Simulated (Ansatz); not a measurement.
# Photoemission of Si(111) with OH on 50 % of the top atoms and H on the rest, part 3 of 4

What would XPS and angle-resolved spectra of Si(111) with OH on 50 % of the top atoms and H on the rest look like?

Ansatz 0.2.0; DFT, PBE, plane-wave PAW, default files, scalar-relativistic.

So far: Starting point; Relaxing the atoms; Bands by layer.

## Step 3: Bands by layer (continued)

This run's widths, added to any smearing of the DOS itself: Gaussian 0.35 eV, Lorentzian 0.05 eV plus 0.08 an eV of depth. Table of intensity by binding energy, zero at the valence-band maximum; values in % of the maximum within 13 eV:

| binding energy (eV) | 21.2 eV | 100 eV | 1486.7 eV | 5414.7 eV | 5950 eV |
| --- | --- | --- | --- | --- | --- |
| 0 | 2.76 | 4.21 | 6.53 | 2.92 | 2.78 |
| 2 | 28.0 | 36.9 | 58.7 | 29.0 | 27.9 |
| 4 | 98.6 | 96.8 | 61.5 | 35.6 | 34.6 |
| 6 | 25.2 | 27.8 | 69.7 | 62.5 | 62.3 |
| 8 | 29.8 | 30.8 | 65.5 | 62.5 | 62.4 |
| 10 | 18.6 | 21.9 | 83.6 | 84.1 | 84.1 |
| 12 | - | 3.17 | 15.2 | 15.4 | 15.4 |
| 14 | - | 1.30 | 3.86 | 3.43 | 3.41 |
| 16 | - | 1.40 | 3.28 | 2.41 | 2.37 |
| 18 | - | 3.18 | 6.56 | 4.04 | 3.92 |
| 20 | - | 20.6 | 41.0 | 23.5 | 22.7 |
| 22 | - | 7.73 | 15.5 | 8.92 | 8.62 |

Maxima picked by a test of local sharpness, so broad peaks and shoulders can be missing; peaks within 0.45 eV of a curve's cut are left out. Valence peaks, by row:

```
photon energy (eV)  binding energy (eV)  height (% of the maximum within 13 eV)  main shell  its share (%)
              21.2                9.128                                   30.24        O 2p          70.28
              21.2                7.978                                      30        O 2p          73.09
              21.2                4.128                                     100        O 2p          83.27
              21.2                2.928                                   48.38        O 2p          65.65
              21.2                1.628                                   33.24        O 2p           56.6
               100                20.58                                   28.07        O 2s           92.9
               100                9.178                                    32.4        O 2p          66.05
               100                7.978                                   30.97        O 2p          71.26
               100                4.178                                     100        O 2p          84.31
               100                2.928                                   51.47        O 2p          62.09
               100                2.278                                   39.06       Si 3p          47.64
               100                1.678                                   42.28       Si 3p          49.95
              1487                20.58                                   55.92        O 2s          95.62
              1487                9.378                                     100       Si 3s          90.43
              1487                6.528                                   83.38       Si 3s          78.53
              1487                3.828                                   62.99       Si 3p          43.91
              1487                2.878                                   60.89       Si 3p          64.03
              1487                2.228                                   60.55       Si 3p          70.14
              1487                1.728                                   63.24       Si 3p          73.02
              1487               0.4279                                   14.81       Si 3p          86.23
              5415                20.58                                    31.9        O 2s          93.95
              5415                9.378                                     100       Si 3s          97.16
              5415                6.528                                   77.57       Si 3s           91.8
              5415                3.728                                   37.68       Si 3s          69.59
              5415                2.878                                   31.81       Si 3s          55.34
              5415                2.278                                   30.54       Si 3s          51.71
              5415                1.728                                   30.33       Si 3p           49.7
              5950                20.58                                   30.81        O 2s           93.8
              5950                9.378                                     100       Si 3s          97.39
              5950                6.528                                   77.34       Si 3s          92.35
              5950                3.728                                   36.79       Si 3s          71.42
              5950                2.878                                   30.69       Si 3s          57.47
              5950                2.278                                   29.37       Si 3s          53.86
              5950                1.728                                   29.04       Si 3s          48.95
```

From the valence-band maximum. Planar mean, electrostatic potential against z:

z (Å), planar mean, electrostatic potential (eV) and a bar from the least value:
```
      0.0        4.6 ##############################
      0.5        4.6 ##############################
      1.0        4.6 ##############################
      1.5        4.6 ##############################
      2.0        4.6 ##############################
      2.5        4.6 ##############################
      3.0        4.6 ##############################
      3.5        4.6 ##############################
      4.0        4.6 ##############################
      4.5        4.6 ##############################
      5.0        4.6 ##############################
      5.5        4.6 ##############################
      6.0        4.5 ##############################
      6.5        4.0 #############################
      7.0        2.1 #########################
      7.5        1.8 #########################
      8.0       -4.1 ##############
      8.5       -9.8 ###
      9.0      -11.0 
      9.5       -6.9 ########
     10.0        0.0 #####################
     10.5        2.0 #########################
     11.0       -2.0 ##################
     11.5       -8.5 #####
     12.0      -11.3 
     12.5       -8.6 #####
     13.0       -2.1 #################
     13.5        2.0 #########################
     14.0        0.1 #####################
     14.5       -6.8 #########
     15.0      -11.0 #
     15.5       -9.9 ###
     16.0       -4.3 #############
     16.5        1.6 ########################
     17.0        0.9 #######################
     17.5        1.5 ########################
     18.0        3.7 ############################
     18.5        4.4 ##############################
     19.0        4.5 ##############################
     19.5        4.5 ##############################
     20.0        4.5 ##############################
     20.5        4.5 ##############################
     21.0        4.5 ##############################
     21.5        4.5 ##############################
     22.0        4.5 ##############################
     22.5        4.5 ##############################
     23.0        4.5 ##############################
     23.5        4.5 ##############################
     24.0        4.5 ##############################
```

The intensity has structure finer than the step of the table below, so its rows give means over 1 eV, whole bins alone (the curve runs from -22.5 to 1.45 eV). Peaks (eV: height): O K -4.3: 99.9; O K, E along x -4.5: 78.3; O K, E along y -4.0: 179; O K, E along z -9.3: 51.6, -4.5: 81.9; Si K-beta -1.8: 99.9.

Shapes are the site's partial DOS without matrix elements, which overweights lines from ligand s bands. Intensity against emission energy less the core level's binding energy, zero at the valence-band maximum; means over each step; 7 of 9 lines; values in % of the unpolarised maximum:

```csv
emission energy less the core level's binding energy (eV),O K,"O K, E along x","O K, E along y","O K, E along z",Si K-beta,"Si K-beta, E along x","Si K-beta, E along y"
-21,1.03,2.55,0.193,0.356,0.730,0.290,0.285
-20,0.992,2.40,0.197,0.381,0.737,0.325,0.320
-19,0.510,1.04,0.151,0.340,0.523,0.349,0.346
-18,0.378,0.612,0.148,0.374,0.475,0.400,0.398
-17,0.374,0.508,0.162,0.453,0.514,0.479,0.476
-16,0.428,0.517,0.186,0.580,0.606,0.592,0.589
-15,0.535,0.600,0.220,0.783,0.760,0.762,0.758
-14,0.724,0.770,0.268,1.13,1.02,1.04,1.03
-13,1.09,1.10,0.335,1.84,1.54,1.58,1.57
-12,2.04,1.89,0.443,3.79,2.89,3.02,2.99
-11,5.39,4.49,0.658,11.0,6.63,7.06,6.98
-10,15.7,13.4,1.16,32.5,12.2,13.3,13.0
-9,25.3,25.2,1.89,48.9,15.4,16.9,16.5
-8,24.7,32.8,2.72,38.4,16.0,16.5,16.1
-7,16.6,29.1,4.71,16.0,23.7,23.0,23.2
-6,21.5,40.6,9.65,14.3,28.6,27.2,27.4
-5,51.3,67.2,39.3,47.4,31.3,28.8,29.8
-4,87.4,54.0,152,56.5,61.6,55.9,59.3
-3,39.2,20.9,79.6,17.1,84.8,84.5,82.9
-2,22.3,12.7,45.6,8.66,97.6,101,98.4
-1,10.6,5.80,22.1,3.96,60.4,67.0,67.1
0,2.48,1.85,4.45,1.15,19.0,24.1,24.5
```

Shapes are the site's partial DOS without matrix elements, which overweights lines from ligand s bands. Emission peaks, by row:

```csv
line,energy (eV),height (%)
O K,-9.178,25.95
O K,-7.978,26.97
O K,-4.228,100
O K,-1.678,23.61
"O K, E along x",-7.928,36.84
"O K, E along x",-7.178,29.65
"O K, E along x",-5.128,70.91
"O K, E along x",-4.428,78.59
"O K, E along x",-3.028,23.05
"O K, E along x",-1.728,13.29
"O K, E along y",-3.928,179.4
"O K, E along y",-1.628,49.17
"O K, E along z",-9.228,51.66
"O K, E along z",-8.028,41.79
"O K, E along z",-4.428,82.28
"O K, E along z",-1.728,9.102
Si K-beta,-6.378,30.44
Si K-beta,-1.778,100
"Si K-beta, E along x",-6.378,28.38
"Si K-beta, E along x",-2.228,105.4
"Si K-beta, E along y",-9.128,16.8
"Si K-beta, E along y",-6.428,28.94
"Si K-beta, E along y",-2.228,103.1
"Si K-beta, E along z",-6.328,34.05
"Si K-beta, E along z",-3.778,77.82
"Si K-beta, E along z",-2.828,97.28
"Si K-beta, E along z",-1.728,103.5
"Si L2,3",-9.378,100
"Si L2,3",-6.578,76.04
"Si L2,3",-4.428,22.81
"Si L2,3",-3.678,27.65
"Si L2,3",-2.828,18.28
"Si L2,3",-2.278,16.71
"Si L2,3",-1.728,15.24
```

The spectra weight each projected shell by its atomic cross section (Dirac–Hartree–Slater) and angular factor, for linear light with the analyser at 54.7° from the polarisation. Broadening, on top of any smearing of the DOS itself: a Gaussian of 0.35 eV and a Lorentzian of 0.05 eV plus 0.08 times the binding energy (full widths), Fermi edge at 20 K. Each atom is damped by exp[−depth/(λ cos θ)], θ = 60° from the normal, λ from the universal curve. Curves are cut 10 eV under the photon energy, above any shell that the free atom's threshold puts out of reach, or at the lower edge of the window: 11.2 eV at 21.2 eV, 22.5 eV at 100 eV, 22.5 eV at 1486.7 eV, 22.5 eV at 5414.7 eV and 22.5 eV at 5950 eV. Dipole terms alone, which is rough above 3 keV; no background, satellites or final-state effects.

Share of each shell in the spectrum's area (%), by photon energy:

| shell | 21.2 eV | 100 eV | 1486.7 eV | 5414.7 eV | 5950 eV |
| --- | --- | --- | --- | --- | --- |
| O 2s | 0.0 | 16.3 | 18.5 | 13.3 | 13.0 |
| O 2p | 70.5 | 56.0 | 3.9 | 0.8 | 0.7 |
| H 1s | 16.5 | 1.3 | 0.1 | 0.0 | 0.0 |
| Si 3s | 3.5 | 8.4 | 55.9 | 76.8 | 77.9 |
| Si 3p | 9.6 | 18.1 | 21.6 | 9.0 | 8.4 |

Regions along c: top from 15.2 to 21.7 Å, middle from 9.8 to 14.9 Å, bottom from 3.0 to 9.5 Å.

States with weight above 0.08 nearest the zero at K of the zone, within the window kept, -7.4 to 4.9 eV (levels that the program groups as degenerate share a row):

```
E (eV)  weight, total  weight, top  weight, middle  weight, bottom
 -2.78           0.13         0.07            0.04            0.01
 -2.42           0.16         0.04            0.10            0.02
 -2.30           0.96         0.09            0.59            0.24
 -2.19           0.66         0.16            0.43            0.06
 -1.78           0.18         0.09            0.08            0.01
  2.13           0.79         0.13            0.55            0.09
  2.52           0.56         0.07            0.32            0.14
  2.58           0.55         0.10            0.30            0.12
  2.64           0.66         0.08            0.36            0.19
  2.76           0.39         0.06            0.21            0.10
```

States with weight above 0.08 nearest the zero at Γ of the zone, within the window kept, -7.4 to 4.9 eV (levels that the program groups as degenerate share a row):

```csv
E (eV),"weight, total","weight, top","weight, middle","weight, bottom"
-1.96,0.10,0.04,0.03,0.02
-1.39,0.90,0.14,0.52,0.21
-0.90,1.00,0.06,0.71,0.17
-0.89,0.99,0.05,0.71,0.19
-0.46,0.99,0.20,0.25,0.43
-0.43,0.98,0.18,0.26,0.45
-0.03,0.99,0.20,0.49,0.23
0.00,0.98,0.21,0.48,0.20
1.54,0.39,0.18,0.17,0.02
1.79,0.70,0.08,0.45,0.14
```

States with weight above 0.08 nearest the zero at M of the zone, within the window kept, -7.4 to 4.9 eV (levels that the program groups as degenerate share a row):

| E (eV) | weight, total | weight, top | weight, middle | weight, bottom |
| --- | --- | --- | --- | --- |
| -1.85 | 0.49 | 0.10 | 0.23 | 0.14 |
| -1.76 | 0.44 | 0.07 | 0.15 | 0.19 |
| -1.33 | 0.57 | 0.11 | 0.29 | 0.14 |
| -1.16 | 0.44 | 0.14 | 0.21 | 0.05 |
| 1.06 | 0.63 | 0.06 | 0.43 | 0.10 |
| 1.07 | 0.37 | 0.04 | 0.25 | 0.07 |
| 1.60 | 0.52 | 0.09 | 0.30 | 0.11 |
| 1.70 | 0.50 | 0.11 | 0.17 | 0.17 |
| 1.73 | 0.52 | 0.11 | 0.12 | 0.23 |
| 1.77 | 0.45 | 0.07 | 0.22 | 0.14 |

The largest force component on a free atom is 0.002 eV/Å, so the atoms are at rest for these settings too.

(Continued in part 4 of 4.)

[Logs are printed without paths, hosts, clocks, repeated set-up lines and the standing remarks that a program may print on its own settings, such as how far it seeks lower states.]

[Hosts, paths, dates, database ids (printed as entryN), source tags and the programs' standing remarks are cut or masked in the printed files.]

[Maps of the electrostatic potential energy from Ansatz leave out the sawtooth potential of an applied field or a dipole correction, so their vacuum need not be flat; work functions include it.]
